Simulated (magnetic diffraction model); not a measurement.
**Er₆VTe₂: what an assumed order does to the neutron pattern**

Space group P-62m (no. 189), a = 8.2260 Å, c = 4.1540 Å.

```
site  atom       x       y    z
  3f    Er  0.2383  0.2383    0
  3g    Er  0.6141  0.6141  1/2
  2c    Te     2/3     1/3    0
  1b     V       0       0  1/2
```

The compound is invented for this exercise: a known structure type with other elements, its cell scaled to their sizes and not relaxed.

Only Er is taken to order (form factors of Er3+); orders and moment sizes are assumed, and not adapted to the symmetry. Radiation: neutrons of λ = 1.909 Å, 3° to 50°; isotropic B of 0.17 Å² (Er), 0.17 Å² (Te) and 0.31 Å² (V). The intensities are simulated: I ∝ L Σ (|F_N|² + |F_M⊥|²) for unpolarised neutrons, with F_M = 2.695 fm/μB × Σ f(s) S exp(2πi Q·r) exp(−B s²) at Q = H ± k (one set where k and −k are equivalent), only the part normal to Q counting and L = 1/(sin²θ cos θ). For collinear order S is the moment m, which repeats by lattice and centring translations R with the sign exp(−2πi k·R). Form factors are spin-only for 3d ions and dipole or tabulated for f ions, scattering lengths are Sears's of 1992, and absorption is left out. A label names one of the reflections at its angle. The strongest nuclear line in the range is 100, and lines under 0.2 are left out.

Assume the order k = (1/2 0 1/2), collinear moments along [120], 5 μB on Er; signs + at (0.2383, 0.2383, 0), + at (0, 0.7617, 0), − at (0.7617, 0, 0), − at (0.6141, 0.6141, 1/2), + at (0, 0.3859, 1/2), + at (0.3859, 0, 1/2).

Q: Where does magnetic intensity appear, and how strong is it?

```tsv
2θ (°)	index	nuclear	magnetic
15.29	(1/2 0 1/2)	0.0	217.7
15.40	(1 0 0)	0.3	0.0
18.80	(1/2 -1 1/2)	0.0	41.9
24.39	(1/2 1 1/2)	0.0	89.5
26.57	(0 0 1)	3.6	0.0
26.77	(3/2 0 1/2)	0.0	4.2
26.84	(1 1 0)	3.6	0.0
30.85	(1 0 1)	6.3	0.0
31.03	(3/2 -2 1/2)	0.0	23.5
31.09	(2 0 0)	0.8	0.0
36.58	(3/2 1 1/2)	0.0	46.7
38.12	(1 1 1)	100.0	0.0
38.27	(1/2 2 1/2)	0.0	20.7
41.11	(1/2 0 3/2)	0.0	28.0
41.34	(2 0 1)	34.9	0.0
41.48	(5/2 0 1/2)	0.0	21.9
41.52	(2 1 0)	58.9	0.0
42.65	(1/2 -1 3/2)	0.0	10.7
43.01	(3/2 -3 1/2)	0.0	12.2
45.61	(1/2 1 3/2)	0.0	30.4
45.95	(5/2 -3 1/2)	0.0	8.8
47.03	(3/2 0 3/2)	0.0	1.4
47.40	(3 0 0)	26.5	0.0
49.78	(3/2 -2 3/2)	0.0	14.8
49.98	(2 1 1)	23.0	0.0
```

The strongest magnetic line in the range is (1/2 0 1/2) at 15.29° (217.7). On top of the Lorentz factor, which all lines share, magnetic lines fade with angle because f falls: for Er3+ it is 0.96, 0.86, 0.73 and 0.47 at sin θ/λ = 0.1, 0.2, 0.3 and 0.5 Å⁻¹, while nuclear lengths stay constant. The order has no net moment.

[Logs are printed without paths, hosts, clocks, repeated set-up lines and the standing remarks that a program may print on its own settings, such as how far it seeks lower states.]
